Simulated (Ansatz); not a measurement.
# Lattice dynamics of GaSn (built on the sites of a database entry of HfB), part 2 of 2

How does GaSn (built on the sites of a database entry of HfB) vibrate, and is this structure a minimum?

Ansatz 0.2.0; DFT LDA, scalar-relativistic, plane waves, norm-conserving pseudopotentials.

So far. Step 4 (Relaxing to small forces for the phonons): The forces vanish by symmetry and the pressure is -0.001 GPa, within the tolerances set. The cell now holds 22.25 Å³/atom. Step 5 (Linear response at the zone centre): Before it was imposed, the acoustic sum rule was missed by 2.3e-4 eV/Å². Small misses are needed for a sound result but don't prove that mesh and cutoff are converged. The lowest optical mode is real, 149 cm⁻¹. The relaxed cell has a = 5.626 Å (conventional setting).

The structure was built from a prototype and need not be the compound's stable phase.

**6. The dispersion**

Stability and thermal properties need the whole zone. Linear response on a 4×4×4 q mesh gives force constants as far as a supercell of that size would.

Input file input.yaml:

```yaml
crystal:
  lattice:
    - [0.0, 2.8127837296, 2.8127837296]
    - [2.8127837296, 0.0, 2.8127837296]
    - [2.8127837296, 2.8127837296, 0.0]
  atoms:
    - { symbol: Sn, position: [0.5, 0.5, 0.5] }
    - { symbol: Ga, position: [0.0, 0.0, 0.0] }
kpoints:
  mp_grid: { grid: [12, 12, 12] }
hamiltonian:
  xc: lda
  pseudopotentials: { kind: nc }
scf:
  occupations: { method: methfessel_paxton, width: 0.15 }
output:
  eigenvalues: true
phonons:
  method: dfpt
  qmesh: [4, 4, 4]
  temperatures: { t_max: 1000, t_step: 50 }
  qpath:
    path:
      - [[0.0, 0.0, 0.0], [0.5, 0.0, 0.5], [0.625, 0.25, 0.625]]
      - [[0.375, 0.375, 0.75], [0.0, 0.0, 0.0], [0.5, 0.5, 0.5], [0.5, 0.25, 0.75], [0.5, 0.0, 0.5]]
    npoints: 10
```

The run is started by

```
> ansatz run input.yaml --threads 4 --pin off --max-ram 7168MiB --backend cpu --events-out ev --progress --plain --runs-dir out
```

The log of the run:

```text
Engine: ansatz 0.2.0, aarch64-unknown-linux-gnu
Pseudopotentials: kind: nc
Pseudopotential: Sn, nc, valence charge 14, recommended cutoff 979.609905 eV (normal), Sn.nc.azcp (PseudoDojo's, or run here from an input of PseudoDojo's: the run reads no file of this project's for it)
Pseudopotential: Ga, nc, valence charge 13, recommended cutoff 1088.45545 eV (normal), Ga.nc.azcp (PseudoDojo's, or run here from an input of PseudoDojo's: the run reads no file of this project's for it)
Functional definition: SPW92
  exchange = slater_x
  correlation = pw_c
Crystal: 2 atoms, lattice volume = 44.508 Å³
Basis set: ecut = 1088.45545 eV, 3695 PW (Γ), exchange–correlation on 90×90×90 points (8 copies of the dense FFT grid, shifted against one another)
Bands: 18, of which v1, the nominal top of the filled ones, is band 14 counted from 1 (13 counted from 0)
Symmetry: 48 space group operations
k-points: 72 of 1728
Non-local potential: Sn, projectors of the file, l = 0: 2, l = 1: 2, l = 2: 2
Non-local potential: Ga, projectors of the file, l = 0: 2, l = 1: 2, l = 2: 2
Initial density: superposition of atomic densities (chi_scale 0.1, normalization cell, long waves kept (reshape's long-wave potential 0.00 eV rms))
Initial wavefunctions: pseudopotential atomic-orbital guess
Functional: x = slater, c = lda
SCF iter   1: F=—  HF=-4216.179153 eV  |F-HF|=—  |Δ(HF+E_count)|=         —  Δρ=2.01e-2  dr2=2.08e-1  ethr=3.10e-3  ⟨swp⟩=5.5  Hψ=6230  notcnv=0
preconditioner: auto → none  [insulator: Δε(μ)=0.107 eV  Ē_g=19.126 eV  σ=0.150 eV  W_gap=0.54  n_scr=14 (ndim 8)  ℏωp=28.9 eV  f_vac=0.000  D(μ)=0.73/eV (n_scr^D=0)  ε∞_Penn≈3.3]
SCF iter   2: F=—  HF=-4216.104826 eV  |F-HF|=—  |Δ(HF+E_count)|=   7.43e-2  S|Δr|=    0.00e0  Δρ=7.20e-3  dr2=1.30e-2  ethr=7.69e-4  ⟨swp⟩=2.4  Hψ=3124  notcnv=0  defer=24
SCF iter   3: F=—  HF=-4216.103900 eV  |F-HF|=—  |Δ(HF+E_count)|=   9.26e-4  S|Δr|=    0.00e0  Δρ=2.90e-3  dr2=1.80e-3  ethr=4.81e-5  ⟨swp⟩=1.1  Hψ=1315  notcnv=0  defer=25
SCF iter   4: F=—  HF=-4216.103916 eV  |F-HF|=—  |Δ(HF+E_count)|=   1.55e-5  S|Δr|=    0.00e0  Δρ=4.14e-4  dr2=7.81e-5  ethr=6.68e-6  ⟨swp⟩=1.7  Hψ=1497  notcnv=0  defer=25
SCF iter   5: F=—  HF=-4216.103895 eV  |F-HF|=—  |Δ(HF+E_count)|=   2.12e-5  S|Δr|=    0.00e0  Δρ=5.05e-5  dr2=3.24e-7  ethr=2.89e-7  ⟨swp⟩=2.0  Hψ=1874  notcnv=0  defer=25
SCF iter   6: F=—  HF=-4216.103981 eV  |F-HF|=—  |Δ(HF+E_count)|=   8.62e-5  S|Δr|=    0.00e0  Δρ=1.20e-5  dr2=9.83e-9  ethr=1.20e-9  ⟨swp⟩=2.4  Hψ=2203  notcnv=0  defer=25
SCF iter   7: F=—  HF=-4216.103981 eV  |F-HF|=—  |Δ(HF+E_count)|=  8.67e-10  S|Δr|=    0.00e0  Δρ=1.37e-6  dr2=2.28e-10  ethr=3.64e-11  ⟨swp⟩=2.1  Hψ=2102  notcnv=0  defer=25
[...]
NSCF: frozen V_eff on 1872 k-points
DFPT response loops at q = (0, 0, 0.25) (fractional): mixed as the last ones told, above
phonons.qmesh, q = [0.0000, 0.0000, 0.2500]: its response loops start from zero, take more passes and end by a threshold: the memory limit or budget leaves too little room for the subspace of the ground state's own states beside the solves, or none could be made (phonons.method)
NSCF: frozen V_eff on 952 k-points
DFPT response loops at q = (0, 0, -0.5) (fractional): mixed as the last ones told, above
NSCF: frozen V_eff on 1020 k-points
DFPT response loops at q = (0, 0.25, 0.25) (fractional): mixed as the last ones told, above
NSCF: frozen V_eff on 3456 k-points
NSCF: frozen V_eff on 3456 k-points
phonons.qmesh, q = [0.0000, 0.2500, -0.5000]: its response loops start from zero, take more passes and end by a threshold: the memory limit or budget leaves too little room for the subspace of the ground state's own states beside the solves, or none could be made (phonons.method)
NSCF: frozen V_eff on 3456 k-points
Step stopped at a memory limit. What follows is not a result of the run: it is the report of the last solve that finished, which converged after 8 SCF iterations.
Free energy (F): -4216.103981 eV
Harris-Foulkes:  -4216.103981 eV  (|F-HF|=3.64e-12)
Internal energy: -4216.105050 eV  (E = F + TS)
E sigma→0 (E₀):  -4216.104248 eV
Entropy (-TS):   0.001069 eV (0.535 meV/atom)
Fermi energy:    10.968654 eV
--- Per-component energies (eV) ---
  E_band       = -98.229918
  E_kinetic    = 2972.823106
  E_local      = -2776.718786  (includes V_loc(G=0)·N_el)
  E_nonlocal   = -1637.011611
  E_hartree    = 1024.942625
  E_xc         = -1150.696994
  E_vxc        = -707.207844  (∫ρ·V_xc dr)
  E_ewald      = -2649.443390
  E_smearing   = 0.001069  (= −TS)
  E_closure    = -0.000000  (closes the sum)
  Σ components = -4216.103981   (vs F -4216.103981, Δ=0.00e0)
--- Band table (eV; the first three rows and the last of 72) ---
  k-point 0: bands = [... 10 lower, -0.3828, 12.2885, 12.2885, 12.2885, 12.9665, 18.1270, 18.1270, 18.1270]
  k-point 1: bands = [... 10 lower, -0.2826, 10.9698, 12.2829, 12.2829, 13.9537, 17.7567, 17.7567, 17.8184]
  k-point 2: bands = [... 10 lower, 0.0179, 9.2657, 12.2865, 12.2865, 14.5803, 16.7044, 16.7044, 17.2917]
  k-point 71: bands = [... 10 lower, 4.3741, 5.2516, 7.3116, 7.3116, 14.7869, 15.1513, 18.5031, 18.5031]
End of that report.
Error: memory limit exceeded: the `dfpt response` phase needs 7.27 GiB against the run's memory maximum of 7.00 GiB; largest carriers: scf state 3.37 GiB, retained responses 1.30 GiB, fixed right-hand sides 1.30 GiB, plane-wave basis 0.75 GiB, unmodelled-tail allowance 0.36 GiB; wavefunction blocks cannot be spilled: a `phonons` calculation is not among those that spill (`scf`, `evaluate`, and `md` and `relax` at a fixed cell)
with nothing else changed it takes a maximum of at least 7.27 GiB, with nothing to spare, and 8.00 GiB leaves up to a tenth: --max-ram 8.00GiB where that set the maximum, else more of the term that did, and with no share typed, where 8.00 GiB is over 0.88 of the host's memory or its container's limit, a share of 0.88 or more that holds the maximum too (--max-ram-frac F), where one does; The budget is ten elevenths of [...]
```

It took 24 min on 4 threads of Arm Neoverse N1, shared host; peak memory 5 GiB.

The run ended with an error after its SCF cycle had converged; no result of it is taken.

The program's message: “memory limit exceeded: the `dfpt response` phase needs 7.27 GiB against the run's memory maximum of 7.00 GiB; largest carriers: scf state 3.37 GiB, retained responses 1.30 GiB, fixed right-hand sides …”

**7. Another isotope, element Ga, natural mass 69.723 amu**

An isotope changes the mass and not the force constants, so no new electronic calculation is needed; the shifts show which modes move this element.

The same force constants with the mass of Ga changed from 69.723 to 70.925 u (phonopy, no LO-TO term). Both lists are sorted by frequency; levels can cross, so a row need not hold one and the same mode. Modes under 3 cm⁻¹ are left out. Isotope shifts, by row:

```
    q  rank  natural mass (cm⁻¹)  changed mass (cm⁻¹)
0 0 0     4                148.6                147.8
0 0 0     5                148.6                147.8
0 0 0     6                148.6                147.8
```

A mode of this element alone would shift by -0.85 %. The highest zone-centre frequency without the field goes from 148.6 to 147.8 cm⁻¹ (-0.5 %). The product of the frequency ratios over all optical modes at Γ is 0.984; the product rule, (m/m′)^(3k/2) (M′/M)^(3/2) with k = 1 such atoms and M the mass of the cell, gives 0.984.

**8. Isotope substitution, element Sn, natural mass 118.71 amu**

The same for Sn, from 118.71 to 123.91 u.

The same force constants with the mass of Sn changed from 118.710 to 123.905 u (phonopy, no LO-TO term). Both lists are sorted by frequency; levels can cross, so a row need not hold one and the same mode. Modes under 3 cm⁻¹ are left out. Isotope shifts, by row:

```csv
q,rank,natural mass (cm⁻¹),changed mass (cm⁻¹)
0 0 0,4,148.6,147.4
0 0 0,5,148.6,147.4
0 0 0,6,148.6,147.4
```

A mode of this element alone would shift by -2.12 %. The highest zone-centre frequency without the field goes from 148.6 to 147.4 cm⁻¹ (-0.8 %). The product of the frequency ratios over all optical modes at Γ is 0.977; the product rule, (m/m′)^(3k/2) (M′/M)^(3/2) with k = 1 such atoms and M the mass of the cell, gives 0.977.

**9. What came out**

```yaml
space_group_after_relaxation_within_0p01_a: Fm-3m
volume_per_atom: 22.3 Å³
electronic_character: no gap on this mesh
highest_optical_mode_at_the_zone_centre_no_lo_to_term: 149 cm⁻¹
lowest_optical_zone_centre_mode: 149 cm⁻¹
imaginary_modes_at_gamma_the_only_wavevector_solved: none
```

**Reading.** The structure is stable against zone-centre distortions, since no mode there is imaginary; other wavevectors were not solved, so zone-boundary instabilities are untested. The optical modes at Γ form one degenerate level at 149 cm⁻¹. No dispersion was computed. With no gap, or one that is small against the smearing, the frequencies hang on the k mesh and the smearing, most of all near Kohn anomalies. The phonon runs are without spin polarisation, although the cell has an odd electron count. Spin-orbit coupling is left out, which can matter for the heavy elements here. The starting cell was built on a prototype and not taken from a measurement, so the phase need not exist. These are harmonic frequencies at zero temperature: anharmonic shifts, linewidths and thermal expansion are left out.

[Logs are printed without paths, hosts, clocks, repeated set-up lines and the standing remarks that a program may print on its own settings, such as how far it seeks lower states.]

[Hosts, paths, dates, database ids (printed as entryN), source tags and the programs' standing remarks are cut or masked in the printed files.]
